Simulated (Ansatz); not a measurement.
# What InH (model cell, started as zinc blende) distorts into, part 2 of 3

Aim: this structure of InH (model cell, started as zinc blende) is to be tested for unstable modes, and one is followed downhill.

Ansatz 0.2.0; DFT PBEsol, scalar-relativistic, plane waves, PAW.

So far, highest frequency on the path or at a solved wavevector (cm⁻¹): step 2 (phonons on a q mesh) 354. Also lowest frequency on the path (cm⁻¹): step 2 -829.

The structure was built from a prototype and need not be the compound's stable phase.

## 4. The mode frozen in, largest atomic shift 0.32 Å

The atoms are moved along the unstable eigenvector, the largest shift by 0.32 Å, with the cell fixed.

input.yaml reads:

```yaml
crystal:
  lattice:
    - [0.0, 2.5418058941, 2.5418058941]
    - [-2.5418058941, 2.5418058941, 0.0]
    - [-2.5418058941, -2.5418058941, 5.0836117882]
  atoms:
    - { symbol: In, position: [0.0001438236, -7.19118e-05, -0.0002157353] }
    - { symbol: In, position: [-0.0001438236, 0.5000719118, 0.5002157353] }
    - { symbol: H, position: [0.7136573181, 0.643171341, 0.9295140229] }
    - { symbol: H, position: [0.7863426819, 0.106828659, 0.3204859771] }
kpoints:
  mp_grid: { grid: [12, 12, 12] }
hamiltonian:
  xc: pbesol
scf:
  occupations: { method: methfessel_paxton, width: 0.15 }
output:
  forces: true
  stress: true
  eigenvalues: true
```

On the command line:

```bash
ansatz run input.yaml --threads 4 --pin off --max-ram 7168MiB --backend cpu --events-out ev --progress --plain --runs-dir out
```

Numbers of over 12 decimals in the logs are rounded to 6 here.

Log:

```text
[...]
Crystal: 4 atoms, lattice volume = 65.688 Å³
Basis set: ecut = 420 eV, 1273 PW (Γ), exchange–correlation on 50×50×90 points (8 copies of the dense FFT grid, shifted against one another)
Bands: 18, of which v1, the nominal top of the filled ones, is band 14 counted from 1 (13 counted from 0)
Symmetry: 6 space group operations
[...]
k-points: 189 of 1728 (time reversal used)
[...]
--- Band table (eV; the first three rows and the last of 189) ---
  k-point 0: bands = [... 10 lower, -2.1026, 1.7089, 3.8293, 11.5582, 11.9142, 14.0908, 14.0908, 16.0572]
  k-point 1: bands = [... 10 lower, -2.0749, 1.4986, 4.0949, 11.4997, 11.9306, 14.1104, 14.1104, 15.6622]
  k-point 2: bands = [... 10 lower, -1.9929, 1.0499, 4.7073, 11.3223, 11.9646, 14.1690, 14.1690, 14.8727]
  k-point 188: bands = [... 10 lower, 2.2419, 2.7103, 4.9401, 5.5872, 7.4572, 7.9221, 10.5541, 11.3064]
[key lines of the parts left out:]
SCF converged after 8 iterations
Free energy (F): -11080.486133 eV
Fermi energy:    8.069189 eV
P = ⅓ Tr σ = 0.8631 GPa (8.631 kbar)
```

Elapsed: 13 s, on 4 threads of Arm Neoverse N1, shared host; peak memory 0.6 GiB.

Numbers from this step:

```
pressure                         : 0.8631 GPa
energy from the undistorted cell : -32.57 meV/atom
```

The energy, extrapolated to zero smearing, is -32.57 meV/atom against the undistorted cell.

The run ends at a pressure of 0.86 GPa, with forces up to 0.70 eV/Å.

## 5. Energy along the mode, all amplitudes (two of the runs are shown above)

An imaginary frequency means negative curvature, so the energy should fall and then rise again as anharmonic terms take over.

This step gave:

```yaml
depth_at_the_lowest_point_sampled: 32.57 meV/atom
largest_atomic_shift_at_that_point: 0.32 Å
```

Energy from the parent against largest atomic shift:

| largest atomic shift (Å) | energy from the parent (meV/atom) |
| --- | --- |
| 0.000 | 0 |
| 0.040 | -1.22 |
| 0.080 | -4.27 |
| 0.140 | -11.1 |
| 0.220 | -21.8 |
| 0.320 | -32.6 |
| 0.450 | -28.3 |
| 0.600 | 33.6 |

Displacement at unit largest shift by atom:

| atom | x (Å) | y (Å) | z (Å) | size |
| --- | --- | --- | --- | --- |
| In1 | 0.002 | 0.002 | -0.002 | 0.003 |
| In2 | -0.002 | -0.002 | 0.002 | 0.003 |
| H3 | -0.577 | -0.577 | 0.577 | 0.999 |
| H4 | 0.577 | 0.577 | -0.577 | 0.999 |

The lowest of the steps tried is at 0.32 Å, 32.6 meV/atom below the parent; the bottom of the well need not coincide with a step.

## 6. Relaxing from the distorted cell

Starting from the lowest point found, all atoms and the cell are let go, so that strain and other modes of the same symmetry can join in.

input.yaml: that of step 4 with these lines changed.

```diff
@@ -20 +20,6 @@
   eigenvalues: true
+relax:
+  adjacent_minimum: "off"
+  f_tol: 0.002
+  max_steps: 120
+  cell: { stress_tol: 0.03 }
```

Log:

```text
[...]
Crystal: 4 atoms, lattice volume = 65.688 Å³
Basis set: ecut = 420 eV, 1273 PW (Γ), exchange–correlation on 50×50×90 points (8 copies of the dense FFT grid, shifted against one another)
Bands: 18, of which v1, the nominal top of the filled ones, is band 14 counted from 1 (13 counted from 0)
Symmetry: 6 space group operations
[...]
k-points: 189 of 1728 (time reversal used)
[...]
SCF iter   1: F=—  HF=-11080.502874 eV  |F-HF|=—  |Δ(HF+E_count)|=         —  Δρ=7.32e-3  dr2=4.25e-2  ethr=1.77e-3  ⟨swp⟩=5.6  Hψ=16669  notcnv=0
[...]
SCF iter   8: F=-11080.486133 eV  HF=-11080.486133 eV  |F-HF|=3.04e-9  |Δ(HF+E_count)|=   1.31e-9  S|Δr|=    0.00e0  Δρ=2.47e-6  dr2=1.06e-8  ethr=3.57e-10  ⟨swp⟩=5.4  Hψ=11283  notcnv=0
[...]
SCF 1 converged in 8 iterations: F = -11080.486133 eV  dr2 = 1.06e-8
[...]
relax step   1: F+E_penalty+E_count = -11080.48613253 eV  Δ(F+E_penalty+E_count) = +0.000e0 eV  max|allowed force component| = 4.047e-1 eV/Å  Δτ_max = 0.0000 Å  P = +0.863 GPa  Ω = 65.688 Å³  (8 SCF iters, dr2 threshold 1.00e-7 eV, accepted)
Crystal: 4 atoms, lattice volume = 66.075 Å³
Basis set: ecut = 420 eV, 1279 PW (Γ), exchange–correlation on 50×50×90 points (8 copies of the dense FFT grid, shifted against one another)
[...]
SCF iter   7: F=-11080.612497 eV  HF=-11080.612497 eV  |F-HF|=3.34e-9  |Δ(HF+E_count)|=   6.35e-8  S|Δr|=    0.00e0  Δρ=6.58e-6  dr2=4.50e-8  ethr=1.43e-9  ⟨swp⟩=5.3  Hψ=13400  notcnv=0
SCF 2 converged in 7 iterations: F = -11080.612497 eV  dr2 = 4.50e-8
relax step   2: F+E_penalty+E_count = -11080.61249651 eV  Δ(F+E_penalty+E_count) = -1.264e-1 eV  max|allowed force component| = 1.391e-1 eV/Å  Δτ_max = 0.1984 Å  P = +0.440 GPa  Ω = 66.075 Å³  energy of the carried Pulay correction = -1.917e-4 eV  (7 SCF iters, dr2 threshold 4.00e-7 eV, accepted)
Crystal: 4 atoms, lattice volume = 66.913 Å³
Basis set: ecut = 420 eV, 1285 PW (Γ), exchange–correlation on 50×50×90 points (8 copies of the dense FFT grid, shifted against one another)
[...]
SCF iter   6: F=-11080.637193 eV  HF=-11080.637193 eV  |F-HF|=1.67e-8  |Δ(HF+E_count)|=   1.04e-7  S|Δr|=    0.00e0  Δρ=5.83e-6  dr2=5.05e-8  ethr=1.43e-9  ⟨swp⟩=5.1  Hψ=13665  notcnv=0
SCF 3 converged in 6 iterations: F = -11080.637193 eV  dr2 = 5.05e-8
relax step   3: F+E_penalty+E_count = -11080.63719273 eV  Δ(F+E_penalty+E_count) = -2.470e-2 eV  max|allowed force component| = 6.208e-2 eV/Å  Δτ_max = 0.0753 Å  P = -0.143 GPa  Ω = 66.913 Å³  energy of the carried Pulay correction = -6.025e-4 eV  (6 SCF iters, dr2 threshold 4.00e-7 eV, accepted)
[... from here on, the SCF cycles and remarks between the steps are left out ...]
relax step   4: F+E_penalty+E_count = -11080.64425204 eV  Δ(F+E_penalty+E_count) = -7.059e-3 eV  max|allowed force component| = 5.189e-2 eV/Å  Δτ_max = 0.0671 Å  P = +0.014 GPa  Ω = 66.449 Å³  energy of the carried Pulay correction = -3.757e-4 eV  (6 SCF iters, dr2 threshold 2.41e-7 eV, accepted)
relax step   5: F+E_penalty+E_count = -11080.64871696 eV  Δ(F+E_penalty+E_count) = -4.465e-3 eV  max|allowed force component| = 4.035e-2 eV/Å  Δτ_max = 0.0361 Å  P = +0.046 GPa  Ω = 65.867 Å³  energy of the carried Pulay correction = -8.843e-5 eV  (6 SCF iters, dr2 threshold 1.83e-7 eV, accepted)
relax step   6: F+E_penalty+E_count = -11080.65730669 eV  Δ(F+E_penalty+E_count) = -8.590e-3 eV  max|allowed force component| = 6.782e-2 eV/Å  Δτ_max = 0.1950 Å  P = +0.185 GPa  Ω = 63.040 Å³  energy of the carried Pulay correction = +1.342e-3 eV  (7 SCF iters, dr2 threshold 1.02e-7 eV, accepted)
relax step   7: F+E_penalty+E_count = -11080.65945114 eV  Δ(F+E_penalty+E_count) = -2.144e-3 eV  max|allowed force component| = 4.384e-2 eV/Å  Δτ_max = 0.0571 Å  P = -0.201 GPa  Ω = 63.012 Å³  energy of the carried Pulay correction = +1.356e-3 eV  (6 SCF iters, dr2 threshold 4.00e-7 eV, accepted)
relax step   8: F+E_penalty+E_count = -11080.66067416 eV  Δ(F+E_penalty+E_count) = -1.223e-3 eV  max|allowed force component| = 1.229e-2 eV/Å  Δτ_max = 0.0337 Å  P = -0.093 GPa  Ω = 62.923 Å³  energy of the carried Pulay correction = +1.402e-3 eV  (5 SCF iters, dr2 threshold 1.26e-7 eV, accepted)
relax step   9: F+E_penalty+E_count = -11080.66109482 eV  Δ(F+E_penalty+E_count) = -4.207e-4 eV  max|allowed force component| = 4.233e-3 eV/Å  Δτ_max = 0.0165 Å  P = +0.019 GPa  Ω = 62.836 Å³  energy of the carried Pulay correction = +1.448e-3 eV  (5 SCF iters, dr2 threshold 9.37e-8 eV, accepted)
relax step  10: F+E_penalty+E_count = -11080.66106804 eV  Δ(F+E_penalty+E_count) = +2.678e-5 eV  max|allowed force component| = 1.523e-3 eV/Å  Δτ_max = 0.0066 Å  P = -0.014 GPa  Ω = 62.950 Å³  energy of the carried Pulay correction = +1.388e-3 eV  (6 SCF iters, dr2 threshold 3.06e-9 eV, accepted)
relax step  11: F+E_penalty+E_count = -11080.66107824 eV  Δ(F+E_penalty+E_count) = -1.020e-5 eV  max|allowed force component| = 2.973e-4 eV/Å  Δτ_max = 0.0017 Å  P = -0.002 GPa  Ω = 62.944 Å³  energy of the carried Pulay correction = +1.392e-3 eV  (5 SCF iters, dr2 threshold 2.27e-9 eV, accepted)
Basis set: ecut = 420 eV, 1219 PW (Γ), exchange–correlation on 48×48×90 points (8 copies of the dense FFT grid, shifted against one another)
[...]
SCF iter   6: F=-11080.659744 eV  HF=-11080.659744 eV  |F-HF|=3.64e-12  |Δ(HF+E_count)|=  1.82e-12  S|Δr|=    0.00e0  Δρ=4.11e-8  dr2=1.37e-12  ethr=1.00e-12  ⟨swp⟩=5.0  Hψ=13440  notcnv=0
SCF 12 converged in 6 iterations: F = -11080.659744 eV  dr2 = 1.37e-12
relax step  12: F+E_penalty+E_count = -11080.65974369 eV  Δ(F+E_penalty+E_count) = +1.335e-3 eV  max|allowed force component| = 2.556e-4 eV/Å  Δτ_max = 0.0000 Å  P = -0.008 GPa  Ω = 62.944 Å³  stress off target by 8.45e-3 GPa  SCF on the basis re-selected at this cell (its energy is not comparable with the rows above)  (6 SCF iters)
basis re-selected at this cell: Δ(F+E_penalty+E_count) = +1.335e-3 eV, ΔP = -0.006 GPa vs the last step (what re-selecting the basis moved, of the pressure what is left beyond the Pulay correction that the steps carried, after the strain that the cell walked since its last selection, with what the two solves' SCF thresholds leave and, on support functions, any second-order correction that the steps lacked; it is no measure of the basis error at this ecutwfc). The dense FFT grid was sized anew with the basis: this SCF ran on 24×24×45 points, the steps before it on 25×25×45, so part of this shift can come from that change (see relax.cell in the input reference). [rest of the remark cut]
SCF converged after 6 iterations
[...]
Free energy (F): -11080.659744 eV
[...]
Internal energy: -11080.660324 eV  (E = F + TS)
E sigma→0 (E₀):  -11080.659889 eV
Entropy (-TS):   0.000580 eV (0.145 meV/atom)
Fermi energy:    8.492119 eV
Step filling:    the computed levels leave a gap of 0.0075 eV = 0.0 smearing widths at the electron count; against every level under it full and every level over it empty, smearing changes F+E_penalty+E_count by +0.122 meV and its σ→0 estimate by -0.023 meV
[...]
--- Forces (eV/Å), atoms counted from 1 ---
  atom   1  In    -0.00002934    -0.00002934     0.00002934
  atom   2  In    -0.00001251    -0.00001251     0.00001251
  atom   3  H     -0.00021382    -0.00021382     0.00021382
  atom   4  H      0.00025561     0.00025561    -0.00025561
  max |Σ_I F_I| component: 6.43e-8 eV/Å
--- Stress (GPa, compression-positive) ---
       -0.007966       0.000487      -0.000487
        0.000487      -0.007966      -0.000487
       -0.000487      -0.000487      -0.007966
  P = ⅓ Tr σ = -0.0080 GPa (-0.080 kbar)
--- Band table (eV; the first three rows and the last of 189) ---
  k-point 0: bands = [... 10 lower, -1.6936, 2.3697, 4.1461, 11.2807, 13.8397, 14.7935, 14.7935, 16.7174]
  k-point 1: bands = [... 10 lower, -1.6626, 2.1050, 4.4610, 11.2637, 13.8358, 14.8119, 14.8119, 16.6510]
  k-point 2: bands = [... 10 lower, -1.5700, 1.5810, 5.1313, 11.2052, 13.8222, 14.8665, 14.8665, 15.9981]
  k-point 188: bands = [... 10 lower, 3.2046, 3.4237, 5.3448, 5.6494, 7.7219, 8.5251, 10.9995, 11.7947]
--- Relaxed structure (11 steps of the walk, 11 accepted, 1 SCFs on fresh bases) ---
  F+E_penalty+E_count = -11080.65974369 eV   max|allowed force component| = 2.556e-4 eV/Å   (the final SCF, on the basis selected at the relaxed cell)
  cell:  # Å, volume = 62.9435 Å³
    - [1.734723475976807e-18, 2.516633, 2.516633]
    - [-2.516633, 2.516633, -5.204170427930421e-18]
    - [-2.473882, -2.473882, 4.990516]
  atoms:
    - { symbol: In, position: [0.042224, -0.021112, -0.063336] }
    - { symbol: In, position: [0.011125, 0.494437, 0.483312] }
    - { symbol: H, position: [0.654428, 0.672786, 1.018358] }
    - { symbol: H, position: [0.792223, 0.103889, 0.311666] }
```

It took 2.1 min on 4 threads; peak memory 0.63 GiB; 8.1 min of CPU time.

Relaxation path:

| step | energy less that of the first step (eV) | largest force component (eV/Å) | pressure (GPa) | volume (Å³) |
| --- | --- | --- | --- | --- |
| 1 | 0.0000 | 0.4047 | 0.86 | 65.69 |
| 2 | -0.1264 | 0.1391 | 0.44 | 66.08 |
| 3 | -0.1511 | 0.0621 | -0.14 | 66.91 |
| 4 | -0.1581 | 0.0519 | 0.01 | 66.45 |
| 5 | -0.1626 | 0.0403 | 0.05 | 65.87 |
| 6 | -0.1712 | 0.0678 | 0.19 | 63.04 |
| 7 | -0.1733 | 0.0438 | -0.20 | 63.01 |
| 8 | -0.1745 | 0.0123 | -0.09 | 62.92 |
| 9 | -0.1750 | 0.0042 | 0.02 | 62.84 |
| 10 | -0.1749 | 0.0015 | -0.01 | 62.95 |
| 11 | -0.1749 | 0.0003 | 0.00 | 62.94 |
| 12* | -0.1736 | 0.0003 | -0.01 | 62.94 |

Relaxation steps marked * repeat the geometry before them on a plane-wave basis chosen anew for their cell, so energy and pressure can jump there.

Forces are held to the 6 operations that the run works with; a distortion that breaks them can't arise in this run.

| conventional cell, symmetrised | before | after | change |
| --- | --- | --- | --- |
| a (Å) | 3.595 | 3.559 | -1.0 % |
| b (Å) | 3.595 | 3.559 | -1.0 % |
| c (Å) | 17.610 | 17.214 | -2.3 % |
| volume (Å³/atom) | 16.42 | 15.74 | -4.2 % |

The atoms that moved most (Å, as changes of fractional coordinates times the final cell):

| atom | dx | dy | dz | length |
| --- | --- | --- | --- | --- |
| H3 | -0.294 | -0.294 | 0.294 | 0.510 |
| In1 | 0.209 | 0.209 | -0.209 | 0.362 |
| In2 | 0.056 | 0.056 | -0.056 | 0.097 |
| H4 | 0.029 | 0.029 | -0.029 | 0.051 |

The relaxed structure:

```cif
data_structure
_symmetry_space_group_name_H-M 'P 1'
_symmetry_Int_Tables_number 1
_cell_length_a 3.5591
_cell_length_b 3.5591
_cell_length_c 6.0947
_cell_angle_alpha 90.000
_cell_angle_beta 73.024
_cell_angle_gamma 60.000
_cell_volume 62.94
loop_
_atom_site_label
_atom_site_type_symbol
_atom_site_fract_x
_atom_site_fract_y
_atom_site_fract_z
_atom_site_occupancy
In1 In 0.04222 0.97889 0.93666 1
In2 In 0.01113 0.49444 0.48331 1
H3 H 0.65443 0.67279 0.01836 1
H4 H 0.79222 0.10389 0.31167 1
```

This step gave:

```
pressure        : -0.007966 GPa
volume per atom : 15.74 Å³
```

The distorted start has space group R3m; the relaxation ends in R3m.

## 7. The new phase in its own primitive cell

The relaxed structure is symmetrised, reduced to its primitive cell and relaxed tightly, as its phonons need.

input.yaml, the sections that differ from step 6:

```yaml
crystal:
  lattice:
    - [1.7795285599, 1.0274112931, 5.7378688327]
    - [-1.7795285599, 1.0274112931, 5.7378688327]
    - [0.0, -2.0548225862, 5.7378688327]
  atoms:
    - { symbol: In, position: [0.021111997, 0.021111997, 0.021111997] }
    - { symbol: In, position: [0.5055625891, 0.5055625891, 0.5055625891] }
    - { symbol: H, position: [0.327214151, 0.327214151, 0.327214151] }
    - { symbol: H, position: [0.8961112629, 0.8961112629, 0.8961112629] }
relax:
  adjacent_minimum: "off"
  f_tol: 0.001
  max_steps: 60
  cell: { stress_tol: 0.01 }
# kpoints, hamiltonian, scf, output: as in step 6
```

Log:

```text
[...]
cell:  # Å, volume = 62.9435 Å³
    - [1.779529, 1.027411, 5.7378688327]
    - [-1.779529, 1.027411, 5.7378688327]
    - [0.0, -2.054823, 5.7378688327]
  atoms:
    - { symbol: In, position: [0.021111997, 0.021111997, 0.021111997] }
    - { symbol: In, position: [0.5055625891, 0.5055625891, 0.5055625891] }
    - { symbol: H, position: [0.327214151, 0.327214151, 0.327214151] }
    - { symbol: H, position: [0.8961112629, 0.8961112629, 0.8961112629] }
[key lines of the parts left out:]
SCF converged after 7 iterations
Free energy (F): -11080.659744 eV
Fermi energy:    8.492119 eV
P = ⅓ Tr σ = -0.0080 GPa (-0.080 kbar)
```

Run time: 27 s. Hardware: 4 threads; peak memory 0.62 GiB.

Little changed from the start: no atom moved by 0.005 Å and no cell edge by 0.1 %.

Numbers from this step:

```
pressure : -0.007965 GPa
```

The largest force component left is 0.44 meV/Å and the pressure is -0.008 GPa, within the tolerances set. The cell now holds 15.74 Å³/atom.

[end of part 2 of 3]

[Logs are printed without paths, hosts, clocks, repeated set-up lines and the standing remarks that a program may print on its own settings, such as how far it seeks lower states.]

[Hosts, paths, dates, database ids (printed as entryN), source tags and the programs' standing remarks are cut or masked in the printed files.]
